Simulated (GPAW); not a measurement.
# A Mo chain with one N atom in line: converging a transmission, part 2 of 3

Aim: the cheapest settings that leave the conductance of a Mo chain with one N atom in line unchanged.

GPAW 26.7.0; GPAW LCAO, PAW setups; Landauer transmission from Green's functions with principal layers (ASE), zero bias.

So far, transmission at the Fermi level (one spin): step 2 (base settings) 2.84; step 3 (lead periods between scatterer and principal layer, 11 atoms …) 2.81; step 4 (varying the lead periods between scatterer and principal layer …) 2.83.

## Step 8: Varying the density threshold: conv = 0.1

The Hamiltonian is taken from the last density. The density threshold is one of the tests that end the cycle; the energy must settle too, so a loose value may not be the test that decides.

This step: GPAW LCAO, PAW setups; Landauer transmission from Green's functions with principal layers (ASE), zero bias (GPAW 26.7.0).

System of this step: Mo chain with one N atom in line. The cell holds 15 atoms: 14 Mo and 1 N. Its edges and angles: a = 9.000 Å, b = 9.000 Å, c = 32.662 Å, α = 90.0°, β = 90.0°, γ = 90.0°. Regions: left lead, 7 atoms (7 Mo); channel, 1 atom (1 N); right lead, 7 atoms (7 Mo). Vacuum lies along a and b. The structure is stacked along c, and the current runs across the ab planes.

File run.py:

```python
import json
import numpy as np
from ase import Atoms
from ase.transport.calculators import TransportCalculator
from gpaw import GPAW, FermiDirac
from gpaw.lcao.tools import get_lcao_hamiltonian
from scipy.linalg import eigh

# The junction with lead layers at both ends, along the third cell vector
device = Atoms(
    ['Mo', 'Mo', 'Mo', 'Mo', 'Mo', 'Mo', 'Mo', 'N', 'Mo', 'Mo', 'Mo', 'Mo', 'Mo', 'Mo', 'Mo'],
    positions=[
        [4.50000, 4.50000, 1.12500],
        [4.50000, 4.50000, 3.37500],
        [4.50000, 4.50000, 5.62500],
        [4.50000, 4.50000, 7.87500],
        [4.50000, 4.50000, 10.12500],
        [4.50000, 4.50000, 12.37500],
        [4.50000, 4.50000, 14.62500],
        [4.50000, 4.50000, 16.33080],
        [4.50000, 4.50000, 18.03660],
        [4.50000, 4.50000, 20.28660],
        [4.50000, 4.50000, 22.53660],
        [4.50000, 4.50000, 24.78660],
        [4.50000, 4.50000, 27.03660],
        [4.50000, 4.50000, 29.28660],
        [4.50000, 4.50000, 31.53660]],
    cell=[[9.0, 0.0, 0.0], [0.0, 9.0, 0.0], [0.0, 0.0, 32.6616]],
    pbc=True)

# One principal layer of the lead: the first 5 atoms of the device
lead = Atoms(
    ['Mo', 'Mo', 'Mo', 'Mo', 'Mo'],
    positions=[
        [4.50000, 4.50000, 1.12500],
        [4.50000, 4.50000, 3.37500],
        [4.50000, 4.50000, 5.62500],
        [4.50000, 4.50000, 7.87500],
        [4.50000, 4.50000, 10.12500]],
    cell=[[9.0, 0.0, 0.0], [0.0, 9.0, 0.0], [0.0, 0.0, 11.25]],
    pbc=True)

settings = dict(mode='lcao', basis='dzp', xc='LDA', h=0.18,
                occupations=FermiDirac(0.1), maxiter=250,
                mixer=dict(beta=0.1, nmaxold=8, weight=100.0),
                convergence=dict(density=0.1))
energies = np.arange(-2, 2 + 1e-9, 0.05)
eta = 0.0001
n1, n2 = 1, 1
# k and -k transmit alike, so half of the mesh across the current serves
mesh = [(i, j) for i in range(n1) for j in range(n2) if (i, j) <= (-i % n1, -j % n2)]
weights = np.array([1 if (i, j) == (-i % n1, -j % n2) else 2 for i, j in mesh]) / (n1 * n2)

# [... helper functions left out ...]
fermi_lead = ground_state(lead, (1, 1, 10), 'lead.txt')
fermi_device = ground_state(device, (1, 1, 3), 'device.txt')
# [... loop over the mesh left out, but for ...]
        # Shift the lead onto the potential of the device's first layer
        shift = ((H[:, 0, 0] - H0[:, 0, 0]) / S0[0, 0]).real.mean()
# [...]
kT = 8.617333e-5 * 500
bias = [0.1, 0.2, 0.5, 1.0, 1.5, 2.0]
# [... integrals and printing left out ...]
```

On the command line:

```bash
$ OMP_NUM_THREADS=1 OPENBLAS_NUM_THREADS=2 python run.py
```

Elapsed: 2.6 min, on 2 threads of Arm Neoverse V1, shared host; peak memory 2 GiB.

This step gave:

```
conductance                                 : 2.811 G₀
largest misfit of the first principal layer : 0.2497 eV
shift that aligns the lead                  : -0.1299 eV
basis functions of the junction             : 419
transmission at the Fermi level (one spin)  : 2.840
```

One spin. Table of transmission, zone mean by energy, zero at the Fermi level:

```csv
energy (eV),"transmission, zone mean"
-2.000,1.89
-1.800,1.99
-1.600,2.10
-1.400,2.27
-1.200,2.37
-1.000,2.41
-0.800,2.45
-0.600,2.58
-0.400,2.71
-0.200,2.78
0.000,2.84
0.200,2.81
0.400,2.78
0.600,2.73
0.800,2.67
1.000,2.61
1.200,2.53
1.400,2.47
1.600,2.29
1.800,1.70
2.000,0.969
```

Not self-consistent under bias; the bias window is split evenly. The current through one cell, from the zero-bias transmission by bias:

```csv
bias (V),"current through one cell, from the zero-bias transmission (μA)"
0.100,21.8
0.200,43.5
0.500,108
1.000,215
1.500,317
2.000,416
```

The conductance, 2.81 G₀, lies 0.8 % below that of the base run.

## Step 9: Density threshold: conv = 0.01

run.py: that of step 8 with these lines changed.

```diff
@@ -45,3 +45,3 @@
                 mixer=dict(beta=0.1, nmaxold=8, weight=100.0),
-                convergence=dict(density=0.1))
+                convergence=dict(density=0.01))
 energies = np.arange(-2, 2 + 1e-9, 0.05)
```

Elapsed: 2.9 min, on 2 threads; peak memory 2 GiB.

This step gave:

* conductance: 2.761 G₀
* thermopower: 2.539 μV/K
* largest misfit of the first principal layer: 0.06504 eV
* shift that aligns the lead: 0.02015 eV
* transmission at the Fermi level (one spin): 2.765

One spin. Table of transmission, zone mean by energy, zero at the Fermi level:

```csv
energy (eV),"transmission, zone mean"
-2.00,1.88
-1.90,1.96
-1.80,2.02
-1.70,2.07
-1.55,2.90
-1.45,2.28
-1.35,2.30
-1.25,2.33
-1.15,2.37
-1.05,2.42
-0.90,2.47
-0.80,2.49
-0.70,2.53
-0.60,2.62
-0.50,2.68
-0.40,2.75
-0.25,2.87
-0.15,2.83
-0.05,2.80
0.00,2.76
0.05,2.73
0.15,2.66
0.25,2.61
0.40,2.56
0.50,2.55
0.60,2.59
0.70,2.75
0.80,3.86
0.85,5.91
0.90,4.09
1.05,2.79
1.15,2.68
1.25,2.61
1.35,2.53
1.45,2.45
1.55,2.35
1.70,2.18
1.80,2.02
1.90,1.69
2.00,1.08
```

Not self-consistent under bias; the bias window is split evenly. The current through one cell, from the zero-bias transmission by bias:

```
bias (V)  current through one cell, from the zero-bias transmission (μA)
   0.100                                                            21.4
   0.200                                                            42.8
   0.500                                                             106
   1.000                                                             210
   1.500                                                             315
   2.000                                                             436
```

The conductance, 2.76 G₀, lies 2.5 % below that of the base run.

## Step 10: Varying the density threshold: conv = 0.001

run.py: that of step 9 with these lines changed.

```diff
@@ -45,3 +45,3 @@
                 mixer=dict(beta=0.1, nmaxold=8, weight=100.0),
-                convergence=dict(density=0.01))
+                convergence=dict(density=0.001))
 energies = np.arange(-2, 2 + 1e-9, 0.05)
```

The job ended after 3.6 min (2 threads; peak memory 2 GiB).

One spin. The transmission, zone mean by energy, zero at the Fermi level:

```csv
energy (eV),"transmission, zone mean"
-2.00,1.89
-1.85,1.99
-1.70,2.07
-1.60,2.13
-1.45,2.27
-1.30,2.35
-1.15,2.40
-1.05,2.43
-0.90,2.49
-0.75,2.55
-0.60,2.64
-0.50,2.70
-0.35,2.79
-0.20,2.84
-0.10,2.84
-0.05,2.84
0.00,2.84
0.05,2.83
0.20,2.79
0.35,2.75
0.50,2.71
0.60,2.69
0.75,2.66
0.90,2.63
1.05,2.60
1.15,2.56
1.30,2.49
1.45,2.39
1.60,2.26
1.70,2.13
1.85,1.82
2.00,1.08
```

The conductance equals that of the base run to 0.2 %.

## Step 11: Density threshold: conv = 1e-06

run.py: that of step 10 with these lines changed.

```diff
@@ -45,3 +45,3 @@
                 mixer=dict(beta=0.1, nmaxold=8, weight=100.0),
-                convergence=dict(density=0.001))
+                convergence=dict(density=1e-06))
 energies = np.arange(-2, 2 + 1e-9, 0.05)
```

The job ended after 6.7 min (2 threads; peak memory 2 GiB).

The conductance equals that of the base run to 0.2 %.

## Step 12: Convergence in the density threshold

This step: convergence of the conductance (GPAW 26.7.0).

Table of conductance by log10 of the density threshold:

```csv
log10 of the density threshold,conductance (G₀)
-6.00,2.83
-4.00,2.83
-3.00,2.83
-2.00,2.76
-1.00,2.81
```

## Step 13: Varying the energy step: de = 0.2

The thermal integrals interpolate T(E), so the step must resolve what lies within a few kT of the Fermi level.

This step: GPAW LCAO, PAW setups; Landauer transmission from Green's functions with principal layers (ASE), zero bias (GPAW 26.7.0).

run.py: that of step 11 with these lines changed.

```diff
@@ -45,4 +45,4 @@
                 mixer=dict(beta=0.1, nmaxold=8, weight=100.0),
-                convergence=dict(density=1e-06))
-energies = np.arange(-2, 2 + 1e-9, 0.05)
+                convergence=dict(density=0.0001))
+energies = np.arange(-2, 2 + 1e-9, 0.2)
 eta = 0.0001
```

Run time: 4.2 min. Hardware: 2 threads; peak memory 2 GiB.

Numbers from this step:

```
conductance                                 : 2.830 G₀
largest misfit of the first principal layer : 0.05711 eV
shift that aligns the lead                  : 0.006827 eV
```

One spin. Transmission, zone mean against energy, zero at the Fermi level:

```
energy (eV)  transmission, zone mean
      -2.00                     1.88
      -1.80                     2.01
      -1.60                     2.13
      -1.40                     2.30
      -1.20                     2.39
      -1.00                     2.45
      -0.80                     2.52
      -0.60                     2.64
      -0.40                     2.76
      -0.20                     2.84
       0.00                     2.84
       0.20                     2.79
       0.40                     2.74
       0.60                     2.69
       0.80                     2.65
       1.00                     2.61
       1.20                     2.54
       1.40                     2.43
       1.60                     2.26
       1.80                     1.94
       2.00                     1.09
```

Not self-consistent under bias; the bias window is split evenly. Table of current through one cell, from the zero-bias transmission by bias:

```
bias (V)  current through one cell, from the zero-bias transmission (μA)
   0.100                                                            21.9
   0.200                                                            43.8
   0.500                                                             109
   1.000                                                             216
   1.500                                                             319
   2.000                                                             418
```

The conductance equals that of the base run to 0.2 %.

## Step 14: Varying the energy step: de = 0.1

run.py: that of step 13 with these lines changed.

```diff
@@ -46,3 +46,3 @@
                 convergence=dict(density=0.0001))
-energies = np.arange(-2, 2 + 1e-9, 0.2)
+energies = np.arange(-2, 2 + 1e-9, 0.1)
 eta = 0.0001
```

Elapsed: 4.3 min, on 2 threads; peak memory 2 GiB.

Numbers from this step:

* conductance: 2.832 G₀

One spin. Table of transmission, zone mean by energy, zero at the Fermi level:

```csv
energy (eV),"transmission, zone mean"
-2.00,1.88
-1.90,1.95
-1.70,2.07
-1.60,2.13
-1.40,2.30
-1.30,2.35
-1.20,2.39
-1.00,2.45
-0.90,2.49
-0.80,2.52
-0.60,2.64
-0.50,2.70
-0.30,2.81
-0.20,2.84
-0.10,2.84
0.00,2.84
0.10,2.82
0.20,2.79
0.30,2.76
0.50,2.71
0.60,2.69
0.80,2.65
0.90,2.63
1.00,2.61
1.20,2.54
1.30,2.49
1.40,2.43
1.60,2.26
1.70,2.13
1.90,1.64
2.00,1.09
```

Not self-consistent under bias; the bias window is split evenly. Current through one cell, from the zero-bias transmission against bias:

```
bias (V)  current through one cell, from the zero-bias transmission (μA)
   0.100                                                            21.9
   0.200                                                            43.9
   0.500                                                             109
   1.000                                                             216
   1.500                                                             319
   2.000                                                             418
```

The conductance equals that of the base run to 0.2 %.

## Step 15: Varying the energy step: de = 0.025

run.py: that of step 14 with these lines changed.

```diff
@@ -46,3 +46,3 @@
                 convergence=dict(density=0.0001))
-energies = np.arange(-2, 2 + 1e-9, 0.1)
+energies = np.arange(-2, 2 + 1e-9, 0.025)
 eta = 0.0001
```

Elapsed: 4.8 min, on 2 threads; peak memory 2 GiB.

The conductance equals that of the base run to 0.2 %.

## Step 16: Energy step: de = 0.0125

run.py: that of step 15 with these lines changed.

```diff
@@ -46,3 +46,3 @@
                 convergence=dict(density=0.0001))
-energies = np.arange(-2, 2 + 1e-9, 0.025)
+energies = np.arange(-2, 2 + 1e-9, 0.0125)
 eta = 0.0001
```

The job ended after 5.5 min (2 threads; peak memory 2 GiB).

One spin. Transmission, zone mean against energy, zero at the Fermi level:

| energy (eV) | transmission, zone mean |
| --- | --- |
| -2.000 | 1.88 |
| -1.900 | 1.95 |
| -1.800 | 2.01 |
| -1.700 | 2.07 |
| -1.600 | 2.13 |
| -1.525 | 2.87 |
| -1.500 | 2.23 |
| -1.400 | 2.30 |
| -1.300 | 2.35 |
| -1.200 | 2.39 |
| -1.100 | 2.42 |
| -1.000 | 2.45 |
| -0.900 | 2.49 |
| -0.800 | 2.52 |
| -0.700 | 2.58 |
| -0.600 | 2.64 |
| -0.500 | 2.70 |
| -0.400 | 2.76 |
| -0.300 | 2.81 |
| -0.200 | 2.84 |
| -0.100 | 2.84 |
| 0.000 | 2.84 |
| 0.100 | 2.82 |
| 0.200 | 2.79 |
| 0.300 | 2.76 |
| 0.400 | 2.74 |
| 0.500 | 2.71 |
| 0.600 | 2.69 |
| 0.700 | 2.67 |
| 0.800 | 2.65 |
| 0.900 | 2.63 |
| 1.000 | 2.61 |
| 1.100 | 2.58 |
| 1.200 | 2.54 |
| 1.300 | 2.49 |
| 1.400 | 2.43 |
| 1.500 | 2.35 |
| 1.600 | 2.26 |
| 1.700 | 2.13 |
| 1.800 | 1.94 |
| 1.900 | 1.64 |
| 2.000 | 1.09 |

The conductance equals that of the base run to 0.2 %.

## Step 17: Convergence in the energy step

This step: convergence of the conductance (GPAW 26.7.0).

The conductance stays at 2.83 G₀ for energy step from 0.0125 to 0.2 eV.

## Step 18: Smearing: width = 0.01

Smearing helps the SCF of a metal converge, but it blurs occupations at band edges near the Fermi level.

This step: GPAW LCAO, PAW setups; Landauer transmission from Green's functions with principal layers (ASE), zero bias (GPAW 26.7.0).

run.py: that of step 16 with these lines changed.

```diff
@@ -43,6 +43,6 @@
 settings = dict(mode='lcao', basis='dzp', xc='LDA', h=0.18,
-                occupations=FermiDirac(0.1), maxiter=250,
+                occupations=FermiDirac(0.01), maxiter=250,
                 mixer=dict(beta=0.1, nmaxold=8, weight=100.0),
                 convergence=dict(density=0.0001))
-energies = np.arange(-2, 2 + 1e-9, 0.0125)
+energies = np.arange(-2, 2 + 1e-9, 0.05)
 eta = 0.0001
```

Run time: 4.5 min. Hardware: 2 threads; peak memory 2 GiB.

This step gave:

- conductance: 2.863 G₀
- thermopower: 1.712 μV/K
- largest misfit of the first principal layer: 0.09989 eV
- shift that aligns the lead: -0.01244 eV
- transmission at the Fermi level (one spin): 2.871

One spin. Transmission, zone mean against energy, zero at the Fermi level:

energy (eV), transmission, zone mean and a bar from the least value:
```
   -2.000       1.87 ##############
   -1.800       2.01 ################
   -1.600       2.15 ##################
   -1.400       2.34 #####################
   -1.200       2.39 ######################
   -1.000       2.45 #######################
   -0.800       2.51 ########################
   -0.600       2.64 ##########################
   -0.400       2.77 ############################
   -0.200       2.88 ##############################
   -0.100       2.91 ##############################
    0.000       2.87 #############################
    0.200       2.76 ############################
    0.400       2.69 ###########################
    0.600       2.65 ##########################
    0.800       2.63 ##########################
    1.000       2.60 #########################
    1.200       2.55 #########################
    1.400       2.45 #######################
    1.600       2.24 ####################
    1.800       1.72 ############
    2.000       0.98
```

Not self-consistent under bias; the bias window is split evenly. Table of current through one cell, from the zero-bias transmission by bias:

| bias (V) | current through one cell, from the zero-bias transmission (μA) |
| --- | --- |
| 0.100 | 22.2 |
| 0.200 | 44.3 |
| 0.500 | 110 |
| 1.000 | 216 |
| 1.500 | 318 |
| 2.000 | 417 |

The conductance, 2.86 G₀, lies 1.1 % above that of the base run.

## Step 19: Varying the smearing: width = 0.03

run.py: that of step 18 with these lines changed.

```diff
@@ -43,3 +43,3 @@
 settings = dict(mode='lcao', basis='dzp', xc='LDA', h=0.18,
-                occupations=FermiDirac(0.01), maxiter=250,
+                occupations=FermiDirac(0.03), maxiter=250,
                 mixer=dict(beta=0.1, nmaxold=8, weight=100.0),
```

Run time: 4.3 min. Hardware: 2 threads; peak memory 2 GiB.

Numbers from this step:

```
conductance                                 : 2.869 G₀
largest misfit of the first principal layer : 0.07961 eV
shift that aligns the lead                  : 0.01632 eV
transmission at the Fermi level (one spin)  : 2.880
```

One spin. Table of transmission, zone mean by energy, zero at the Fermi level:

energy (eV), transmission, zone mean and a bar from the least value:
```
   -2.000       1.85 
   -1.800       1.99 ####
   -1.600       2.13 ########
   -1.400       2.32 #############
   -1.200       2.39 ###############
   -1.000       2.45 #################
   -0.800       2.52 ###################
   -0.600       2.64 #######################
   -0.400       2.77 ##########################
   -0.200       2.87 #############################
   -0.100       2.90 ##############################
    0.000       2.88 #############################
    0.200       2.77 ##########################
    0.400       2.70 ########################
    0.600       2.66 #######################
    0.800       2.64 ######################
    1.000       2.60 ######################
    1.200       2.55 ####################
    1.400       2.45 #################
    1.600       2.27 ############
    1.800       1.85 
    2.000       1.90 ##
```

Not self-consistent under bias; the bias window is split evenly. The current through one cell, from the zero-bias transmission by bias:

| bias (V) | current through one cell, from the zero-bias transmission (μA) |
| --- | --- |
| 0.100 | 22.2 |
| 0.200 | 44.4 |
| 0.500 | 110 |
| 1.000 | 216 |
| 1.500 | 319 |
| 2.000 | 418 |

The conductance, 2.87 G₀, lies 1.3 % above that of the base run.

(Part 2 of 3 ends here.)

[Logs are printed without paths, hosts, clocks, repeated set-up lines and the standing remarks that a program may print on its own settings, such as how far it seeks lower states.]

[Hosts, paths, dates, database ids (printed as entryN), source tags and the programs' standing remarks are cut or masked in the printed files.]
